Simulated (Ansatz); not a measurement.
# O on W(100): change of the work function, part 2 of 3

Wanted: Δφ(θ) for O/W(100), starting from the hollow site.

Ansatz 0.2.0; plane-wave DFT, PBE, Ansatz PAW.

So far, work function, upper face (eV): step 2 (the clean slab) 4.14.

## Step 3: The covered slab, k-mesh 6×6×1, coverage 0.25 ML

System of this step: W20O (O/W(100)). The cell holds 21 atoms: 20 W and 1 O. Its edges and angles: a = 6.320 Å, b = 6.320 Å, c = 24.957 Å, α = 90.0°, β = 90.0°, γ = 90.0°. Vacuum lies along c.

The clean slab as it ended is repeated in the plane and the adsorbate is set on one face; the cell's size fixes the coverage, and the k-mesh shrinks with it to keep the sampling density about even. Adsorbate and upper layers relax, since the dipole depends on the height.

The input, input.yaml:

```yaml
crystal:
  lattice:
    - [6.32, 0.0, 0.0]
    - [0.0, 6.32, 0.0]
    - [0.0, 0.0, 24.9568283374]
  atoms:
    - { symbol: W, position: [0.0, 0.0, 0.3606227473] }
    - { symbol: W, position: [0.25, 0.25, 0.423932074] }
    - { symbol: W, position: [0.0, 0.0, 0.4872080863] }
    - { symbol: W, position: [0.25, 0.25, 0.5531065788] }
    - { symbol: W, position: [0.0, 0.0, 0.6104223713] }
    - { symbol: W, position: [0.0, 0.5, 0.3606227473] }
    - { symbol: W, position: [0.25, 0.75, 0.423932074] }
    - { symbol: W, position: [0.0, 0.5, 0.4872080863] }
    - { symbol: W, position: [0.25, 0.75, 0.5531065788] }
    - { symbol: W, position: [0.0, 0.5, 0.6104223713] }
    - { symbol: W, position: [0.5, 0.0, 0.3606227473] }
    - { symbol: W, position: [0.75, 0.25, 0.423932074] }
    - { symbol: W, position: [0.5, 0.0, 0.4872080863] }
    - { symbol: W, position: [0.75, 0.25, 0.5531065788] }
    - { symbol: W, position: [0.5, 0.0, 0.6104223713] }
    - { symbol: W, position: [0.5, 0.5, 0.3606227473] }
    - { symbol: W, position: [0.75, 0.75, 0.423932074] }
    - { symbol: W, position: [0.5, 0.5, 0.4872080863] }
    - { symbol: W, position: [0.75, 0.75, 0.5531065788] }
    - { symbol: W, position: [0.5, 0.5, 0.6104223713] }
    - { symbol: O, position: [0.25, 0.25, 0.6393772527] }
kpoints:
  mp_grid: { grid: [6, 6, 1] }
hamiltonian:
  xc: pbe
scf:
  occupations: { method: fermi_dirac, width: 0.1 }
  convergence: { dr2_threshold: 1.0e-08 }
efield:
  axis: 3
  dipole_correction: true
  ramp_position: 0.97
  ramp_width: 0.06
relax:
  f_tol: 0.02
  max_steps: 60
  constraints: [{ sites: [0, 1, 5, 6, 10, 11, 15, 16] }]
output:
  dos: { projected: true, e_range: [-8, 4] }
  write_potential: true
  write_density: true
  volumetric_format: npy
  elf: true
```

Run with:

```
$ ansatz run input.yaml --threads 4 --pin off --max-ram 6144MiB --backend cpu --events-out ev --progress --plain --runs-dir out
```

Numbers of over 12 decimals in the logs are rounded to 6 here.

The log of the run:

```text
[...]
Crystal: 21 atoms, lattice volume = 996.836 Å³
Basis set: ecut = 420 eV, 19519 PW (Γ), exchange–correlation on 90×90×360 points (8 copies of the dense FFT grid, shifted against one another)
Bands: 172, of which v1, the nominal top of the filled ones, is band 143 counted from 1 (142 counted from 0)
Symmetry: 8 space group operations
[...]
k-points: 10 of 36
[...]
SCF iter   1: F=—  HF=-208244.772618 eV  |F-HF|=—  |Δ(HF+E_count)|=         —  Δρ=5.94e-3  dr2=9.99e-1  ethr=1.77e-3  p=0.001 e·Å  D=2.25e-4 V/Å  ΔV_dip=-0.01 eV  dr2_dipole=3.70e-2  V_vac-E_F(+/−)=4.32/4.32 eV  ⟨swp⟩=10.2  Hψ=8830  notcnv=0
[...]
SCF iter  11: F=-208244.679586 eV  HF=-208244.679586 eV  |F-HF|=2.12e-9  |Δ(HF+E_count)|=   2.19e-8  Δρ=2.69e-7  dr2=2.22e-9  ethr=3.50e-12  p=0.076 e·Å  D=1.37e-2 V/Å  ΔV_dip=-0.34 eV  dr2_dipole=2.35e-11  V_vac-E_F(+/−)=3.92/4.26 eV  ⟨swp⟩=10.7  Hψ=11317  notcnv=0
SCF 1 converged in 11 iterations: F = -208244.679586 eV  dr2 = 2.22e-9
[...]
relax step   1: F+E_penalty+E_count = -208244.67958559 eV  Δ(F+E_penalty+E_count) = +0.000e0 eV  max|allowed force component| = 1.612e0 eV/Å  Δτ_max = 0.0000 Å  (11 SCF iters, accepted)
[...]
iter 1 solved again at ethr=6.69e-4 eV; its pass at ethr=3.10e-3 eV (dr2=1.91e0 eV) is discarded
[...]
SCF iter  11: F=-208244.694983 eV  HF=-208244.694983 eV  |F-HF|=2.85e-9  |Δ(HF+E_count)|=   5.09e-9  Δρ=2.76e-7  dr2=2.06e-9  ethr=3.50e-12  p=0.076 e·Å  D=1.38e-2 V/Å  ΔV_dip=-0.35 eV  dr2_dipole=1.30e-10  V_vac-E_F(+/−)=3.91/4.26 eV  ⟨swp⟩=11.7  Hψ=12400  notcnv=0
SCF 2 converged in 11 iterations: F = -208244.694983 eV  dr2 = 2.06e-9
[...]
relax step   2: F+E_penalty+E_count = -208244.69498255 eV  Δ(F+E_penalty+E_count) = -1.540e-2 eV  max|allowed force component| = 1.045e0 eV/Å  Δτ_max = 0.1471 Å  (11 SCF iters, accepted)
SCF iter   1: F=—  HF=-208244.811795 eV  |F-HF|=—  |Δ(HF+E_count)|=         —  Δρ=3.24e-3  dr2=5.73e-1  ethr=1.57e-3  p=0.076 e·Å  D=1.38e-2 V/Å  ΔV_dip=-0.35 eV  dr2_dipole=1.40e-1  V_vac-E_F(+/−)=3.92/4.27 eV  ⟨swp⟩=4.0  Hψ=3256  notcnv=0
[...]
SCF iter  10: F=-208244.783556 eV  HF=-208244.783556 eV  |F-HF|=1.29e-8  |Δ(HF+E_count)|=   3.66e-8  Δρ=4.92e-7  dr2=4.37e-9  ethr=3.50e-12  p=0.079 e·Å  D=1.43e-2 V/Å  ΔV_dip=-0.36 eV  dr2_dipole=3.23e-12  V_vac-E_F(+/−)=3.90/4.26 eV  ⟨swp⟩=12.3  Hψ=13218  notcnv=0
SCF 3 converged in 10 iterations: F = -208244.783556 eV  dr2 = 4.37e-9
[...]
relax step   3: F+E_penalty+E_count = -208244.78355634 eV  Δ(F+E_penalty+E_count) = -8.857e-2 eV  max|allowed force component| = 8.700e-2 eV/Å  Δτ_max = 0.0688 Å  (10 SCF iters, accepted)
SCF iter   1: F=—  HF=-208244.784767 eV  |F-HF|=—  |Δ(HF+E_count)|=         —  Δρ=3.06e-4  dr2=6.06e-3  ethr=1.57e-5  p=0.079 e·Å  D=1.43e-2 V/Å  ΔV_dip=-0.36 eV  dr2_dipole=1.75e-3  V_vac-E_F(+/−)=3.90/4.26 eV  ⟨swp⟩=2.0  Hψ=2604  notcnv=0
[...]
SCF iter   8: F=-208244.784035 eV  HF=-208244.784035 eV  |F-HF|=5.70e-9  |Δ(HF+E_count)|=  3.78e-10  Δρ=3.31e-7  dr2=1.32e-9  ethr=3.50e-12  p=0.079 e·Å  D=1.43e-2 V/Å  ΔV_dip=-0.36 eV  dr2_dipole=1.57e-10  V_vac-E_F(+/−)=3.91/4.26 eV  ⟨swp⟩=10.7  Hψ=11693  notcnv=0
SCF 4 converged in 8 iterations: F = -208244.784035 eV  dr2 = 1.32e-9
relax step   4: F+E_penalty+E_count = -208244.78403460 eV  Δ(F+E_penalty+E_count) = -4.783e-4 eV  max|allowed force component| = 1.236e-2 eV/Å  Δτ_max = 0.0062 Å  (8 SCF iters, accepted)
NSCF: frozen V_eff on 10 k-points
the search or the solves at the SCF's close seem to have found levels that the self-consistency loop had missed (the run counts 1). By its estimate they hold 9.00e-12 electrons. The energies and the density leave them out; if the run goes on with those levels, later outputs use occupations computed again with them
SCF converged after 8 iterations
Free energy (F): -208244.784035 eV
[...]
Internal energy: -208244.134201 eV  (E = F + TS)
E sigma→0 (E₀):  -208244.459118 eV
Entropy (-TS):   -0.649833 eV (-30.944 meV/atom)
Fermi energy:    4.594684 eV
Dipole field:    D = 0.014243 V/Å  (p = 0.078465 e·Å, saw-weighted, corrected)
Work function:   Φ+ = 3.9058 eV   Φ− = 4.2613 eV
[...]
--- Forces (eV/Å), atoms counted from 1 ---
  atom   1  W     -0.00368337    -0.00368337     1.21211257
  atom   2  W     -0.00000000     0.00000000    -1.14132555
  atom   3  W      0.00141711     0.00141711     0.00015122
  atom   4  W      0.00000000     0.00000000     0.00355781
  atom   5  W     -0.00989549    -0.00989549     0.00314031
  atom   6  W     -0.00368337     0.00368337     1.21211257
  atom   7  W     -0.00000000    -0.00000000    -1.11450115
  atom   8  W      0.00141711    -0.00141711     0.00015122
  atom   9  W      0.00000000     0.00000000     0.00052901
  atom  10  W     -0.00989549     0.00989549     0.00314031
  atom  11  W      0.00368337    -0.00368337     1.21211257
  atom  12  W     -0.00000000     0.00000000    -1.11450115
  atom  13  W     -0.00141711     0.00141711     0.00015122
  atom  14  W     -0.00000000    -0.00000000     0.00052901
  atom  15  W      0.00989549    -0.00989549     0.00314031
  atom  16  W      0.00368337     0.00368337     1.21211257
  atom  17  W     -0.00000000     0.00000000    -1.50152290
  atom  18  W     -0.00141711    -0.00141711     0.00015122
  atom  19  W      0.00000000    -0.00000000     0.01235994
  atom  20  W      0.00989549     0.00989549     0.00314031
  atom  21  O     -0.00000000    -0.00000000    -0.00678279
  max |Σ_I F_I| component: 4.14e-5 eV/Å
--- Band table (eV; the first three rows and the last of 10) ---
  k-point 0: bands = [... 139 lower, 4.3467, 4.5840, 4.5840, 4.6007, 4.6449, 4.7392, 4.7392, 5.0105, ... 25 higher]
  k-point 1: bands = [... 139 lower, 4.3384, 4.4539, 4.5364, 4.6644, 4.7352, 4.8529, 4.9741, 5.0469, ... 25 higher]
  k-point 2: bands = [... 139 lower, 4.1839, 4.5486, 4.6448, 4.7221, 4.8582, 4.8646, 4.9117, 4.9393, ... 25 higher]
  k-point 9: bands = [... 139 lower, 4.1761, 4.2313, 4.3672, 4.3714, 4.3714, 4.3766, 4.4488, 4.4764, ... 25 higher]
--- Relaxed structure (4 steps of the walk, 4 accepted, 0 SCFs on fresh bases) ---
  F+E_penalty+E_count = -208244.78403460 eV   max|allowed force component| = 1.236e-2 eV/Å
  atoms:
    - { symbol: W, position: [0.0, 0.0, 0.360623] }
    - { symbol: W, position: [0.250000, 0.250000, 0.423932] }
    - { symbol: W, position: [-0.00111788, -0.00111788, 0.487371] }
    - { symbol: W, position: [0.250000, 0.250000, 0.549720] }
    - { symbol: W, position: [0.000286024, 0.000286024, 0.611733] }
    - { symbol: W, position: [0.0, 0.500000, 0.360623] }
    - { symbol: W, position: [0.250000, 0.75, 0.423932] }
    - { symbol: W, position: [-0.00111788, 0.501118, 0.487371] }
    - { symbol: W, position: [0.250000, 0.75, 0.553234] }
    - { symbol: W, position: [0.000286024, 0.499714, 0.611733] }
    - { symbol: W, position: [0.500000, 0.0, 0.360623] }
    - { symbol: W, position: [0.75, 0.250000, 0.423932] }
    - { symbol: W, position: [0.501118, -0.00111788, 0.487371] }
    - { symbol: W, position: [0.75, 0.250000, 0.553234] }
    - { symbol: W, position: [0.499714, 0.000286024, 0.611733] }
    - { symbol: W, position: [0.500000, 0.500000, 0.360623] }
    - { symbol: W, position: [0.75, 0.75, 0.423932] }
    - { symbol: W, position: [0.501118, 0.501118, 0.487371] }
    - { symbol: W, position: [0.75, 0.75, 0.553598] }
    - { symbol: W, position: [0.499714, 0.499714, 0.611733] }
    - { symbol: O, position: [0.250000, 0.250000, 0.636932] }
```

Run time: 2.1 min. Hardware: 4 threads of AMD EPYC 9R14 (Zen 4), shared host; peak memory 4.2 GiB; 8.4 min of CPU time.

Step by step:

| step | energy less that of the first step (eV) | largest force component (eV/Å) |
| --- | --- | --- |
| 1 | 0.0000 | 1.6124 |
| 2 | -0.0154 | 1.0448 |
| 3 | -0.1040 | 0.0870 |
| 4 | -0.1044 | 0.0124 |

The run keeps the 8 symmetry operations that it works with, so distortions that break them were not tested.

The atoms that moved most (Å):

| atom | dx | dy | dz | length |
| --- | --- | --- | --- | --- |
| W4 | 0.000 | 0.000 | -0.085 | 0.085 |
| O21 | 0.000 | 0.000 | -0.061 | 0.061 |
| W20 | -0.002 | -0.002 | 0.033 | 0.033 |
| W5 | 0.002 | 0.002 | 0.033 | 0.033 |
| W15 | -0.002 | 0.002 | 0.033 | 0.033 |
| W10 | 0.002 | -0.002 | 0.033 | 0.033 |
| W19 | 0.000 | 0.000 | 0.012 | 0.012 |
| W18 | 0.007 | 0.007 | 0.004 | 0.011 |

The relaxed structure:

```xyz
21
Lattice="6.3200 0.0000 0.0000 0.0000 6.3200 0.0000 0.0000 0.0000 24.9568" Properties=species:S:1:pos:R:3
W     0.0000    0.0000    9.0000
W     1.5800    1.5800   10.5800
W    -0.0071   -0.0071   12.1632
W     1.5800    1.5800   13.7193
W     0.0018    0.0018   15.2669
W     0.0000    3.1600    9.0000
W     1.5800    4.7400   10.5800
W    -0.0071    3.1671   12.1632
W     1.5800    4.7400   13.8070
W     0.0018    3.1582   15.2669
W     3.1600    0.0000    9.0000
W     4.7400    1.5800   10.5800
W     3.1671   -0.0071   12.1632
W     4.7400    1.5800   13.8070
W     3.1582    0.0018   15.2669
W     3.1600    3.1600    9.0000
W     4.7400    4.7400   10.5800
W     3.1671    3.1671   12.1632
W     4.7400    4.7400   13.8161
W     3.1582    3.1582   15.2669
O     1.5800    1.5800   15.8958
```

This step gave:

| Property | Result |
| --- | --- |
| energy at zero smearing | -208244.4591 eV |
| work function, upper face | 3.906 eV |
| work function, lower face | 4.261 eV |
| dipole along the normal | 0.07846 e·Å |
| step between the vacuum levels | -0.3555 eV |

Running mean over 1.58 Å of the planar mean; the ramp of the sawtooth is left out. Electron's electrostatic potential energy less the Fermi level against z:

| z (Å) | electron's electrostatic potential energy less the Fermi level (eV) |
| --- | --- |
| 4 | 4.26 |
| 5 | 4.25 |
| 6 | 4.17 |
| 7 | 3.42 |
| 8 | -2.56 |
| 9 | -11.3 |
| 10 | -12.4 |
| 11 | -12.6 |
| 12 | -12.6 |
| 13 | -12.3 |
| 14 | -13.2 |
| 15 | -13.4 |
| 16 | -6.74 |
| 17 | 2.29 |
| 18 | 3.76 |
| 19 | 3.89 |
| 20 | 3.90 |
| 21 | 3.91 |

The density of states has structure finer than the step of the table below, so its rows give means over 0.5 eV, whole bins alone (the curve runs from -8 to 1.98 eV). Peaks (eV: height): -3.70: 41.0, -3.13: 47.1, -2.86: 48.5, 0.75: 46.6, 0.90: 44.7, 1.29: 40.6, 1.89: 49.9.

The density of states by energy, zero at the Fermi level; means over each step:

energy (eV), density of states (states/eV a cell) and a bar:
```
     -7.5        2.7 
     -7.0        9.6 ########
     -6.5        4.6 ##
     -6.0        7.6 ######
     -5.5        9.9 ########
     -5.0       13.1 ############
     -4.5       12.8 ############
     -4.0       23.1 ########################
     -3.5       17.7 ##################
     -3.0       28.3 ##############################
     -2.5       27.0 ############################
     -2.0       23.8 #########################
     -1.5       19.5 ####################
     -1.0       14.0 #############
     -0.5       20.6 #####################
      0.0       19.6 ####################
      0.5       16.9 #################
      1.0       25.4 ###########################
      1.5       26.9 ############################
```

Projected DOS per atom over height of the atomic layer and energy from the Fermi level. Layers: W4 W4 W4 W4 W4 O from below.

Ten even steps from '0' (0.02 states/eV) to '9' (3.29 states/eV), each cell a mean:
```
433340
523240
312150
412120
611030
511140
210130
322220
333230
434330
343420
133430
132432
343320
122110
023200
012100
011102
000003
000019
000007
000000
```
Columns: height of the atomic layer (Å) from 9 to 15.9 (not evenly spaced); rows upwards: energy from the Fermi level (eV) from -7.96 to 1.95.

Electrostatic potential energy in the ca plane at fractional y = 0.250, with atoms of W and O within 0.2 Å of it. With pseudopotentials it is smooth inside the atoms' cores, unlike the true potential.

Ten even steps from '0' (-58 eV) to '9' (9 eV), each cell a mean:
```
99999999889999999889999999999999999999999999
99999987667899987668999999999999999999999999
99999973114799863115899999999999999999999999
99999861001689840002799999999999999999999999
99999861001689850002799999999999999999999999
99999974114799863125899999999999999999999999
99999987667899987668999999999999999999999999
99999999889999999889999999999999999999999999
99999999999999999999999999999999999999999999
99999998788999988788999999999999999999999999
99999985336899874347898789999999999999999999
99999962002699841004874259999999999999999999
99999851001689730003762038999999999999999999
99999962002699841014884359999999999999999999
99999985346899874347898789999999999999999999
99999998888999988788999999999999999999999999
99999999999999999999999999999999999999999999
```
Columns run along c (16.0 Å, from fractional 0.30 to 0.94 of the cell; values clipped at the 3rd and 97th percentile), rows up along a (6.3 Å). Atoms in or near the plane, at fractional coordinates: W at (0.42, 0.25), W at (0.55, 0.25), W at (0.42, 0.75), W at (0.55, 0.75), O at (0.64, 0.25).

ELF in the ca plane at fractional y = 0.250, with atoms of W and O within 0.2 Å of it. It is the smooth field of the valence electrons, not physical close to the nuclei.

Ten even steps from '0' (0.00) to '9' (0.82), each cell a mean:
```
44455554224555553235655432100000000000000000
34455543333455533333566543210000000000000000
33445436776345337775345433211000000000000000
23344237347324247357234432211000000000000000
23344237447324247357234432211000000000000000
33445436776345337775355433211000000000000000
34455543333455533333566543210000000000000000
44455554224555553235555432100000000000000000
44445554345555554345433221000000000000000000
34445543123555542123323432100000000000000000
33455534664355435653247886300000000000000000
23445337667334257575278899510000000000000000
23444237237324256165287599620000000000000000
23445337667334257675279899510000000000000000
33455534554356435553247886200000000000000000
34445553223555542223323432100000000000000000
44445555445555554445433221000000000000000000
```
Columns run along c (16.0 Å, from fractional 0.30 to 0.94 of the cell), rows up along a (6.3 Å). Atoms in or near the plane, at fractional coordinates: W at (0.42, 0.25), W at (0.55, 0.25), W at (0.42, 0.75), W at (0.55, 0.75), O at (0.64, 0.25).

Valence density in the ca plane at fractional y = 0.250, with atoms of W and O within 0.2 Å of it. It is the smooth field of the valence electrons, not physical close to the nuclei.

Values in e/Å³, 9 rows by 16 columns, each cell a mean:
```
0.1 0.2 0.4 0.5 0.3 0.3 0.5 0.3 0.1 0.0 0.0 0.0 0.0 0.0 0.0 0.0
0.0 0.2 1.7 3.5 0.4 1.0 3.9 0.7 0.1 0.0 0.0 0.0 0.0 0.0 0.0 0.0
0.0 0.2 2.0 4.0 0.5 1.2 4.4 0.9 0.1 0.0 0.0 0.0 0.0 0.0 0.0 0.0
0.1 0.2 0.5 0.9 0.3 0.4 0.9 0.4 0.1 0.0 0.0 0.0 0.0 0.0 0.0 0.0
0.1 0.2 0.3 0.3 0.3 0.3 0.3 0.3 0.2 0.0 0.0 0.0 0.0 0.0 0.0 0.0
0.1 0.2 0.8 1.7 0.3 0.7 1.8 0.5 1.0 0.2 0.0 0.0 0.0 0.0 0.0 0.0
0.0 0.1 2.3 4.4 0.5 1.7 4.6 1.2 5.0 0.6 0.0 0.0 0.0 0.0 0.0 0.0
0.1 0.2 1.2 2.5 0.4 0.9 2.7 0.6 1.7 0.2 0.0 0.0 0.0 0.0 0.0 0.0
0.1 0.2 0.3 0.3 0.3 0.3 0.3 0.3 0.2 0.0 0.0 0.0 0.0 0.0 0.0 0.0
```
Columns run along c (16.0 Å, from fractional 0.30 to 0.94 of the cell), rows up along a (6.3 Å). Atoms in or near the plane, at fractional coordinates: W at (0.42, 0.25), W at (0.55, 0.25), W at (0.42, 0.75), W at (0.55, 0.75), O at (0.64, 0.25).

The relaxation took 4 steps and lowered the energy by 0.10 eV; the largest force on the free atoms ends at 0.012 eV/Å.

By hand: a sheet of dipoles makes a step −p/(ε₀A) in the electron's potential. With e/ε₀ = 180.95 V·Å, p = 0.07846 e·Å and A = 39.94 Å², that is −180.95 × (0.07846) / 39.94 = -0.355 eV, and the two vacuum levels of the run differ by -0.355 eV.

The covered face has 3.91 eV, -0.23 eV against the clean one; the bare back face has moved by +0.01 eV, a measure of how thin the slab is.

[end of part 2 of 3]

[Logs are printed without paths, hosts, clocks, repeated set-up lines and the standing remarks that a program may print on its own settings, such as how far it seeks lower states.]

[Hosts, paths, dates, database ids (printed as entryN), source tags and the programs' standing remarks are cut or masked in the printed files.]

[Maps of the electrostatic potential energy from Ansatz leave out the sawtooth potential of an applied field or a dipole correction, so their vacuum need not be flat; planar profiles and work functions include it.]

[The density of states shown here was stored with 400 of the rows of the run's finer table, so its peaks can read low, often by over a quarter, or be missed, and its means over a window can be off by a tenth or more.]
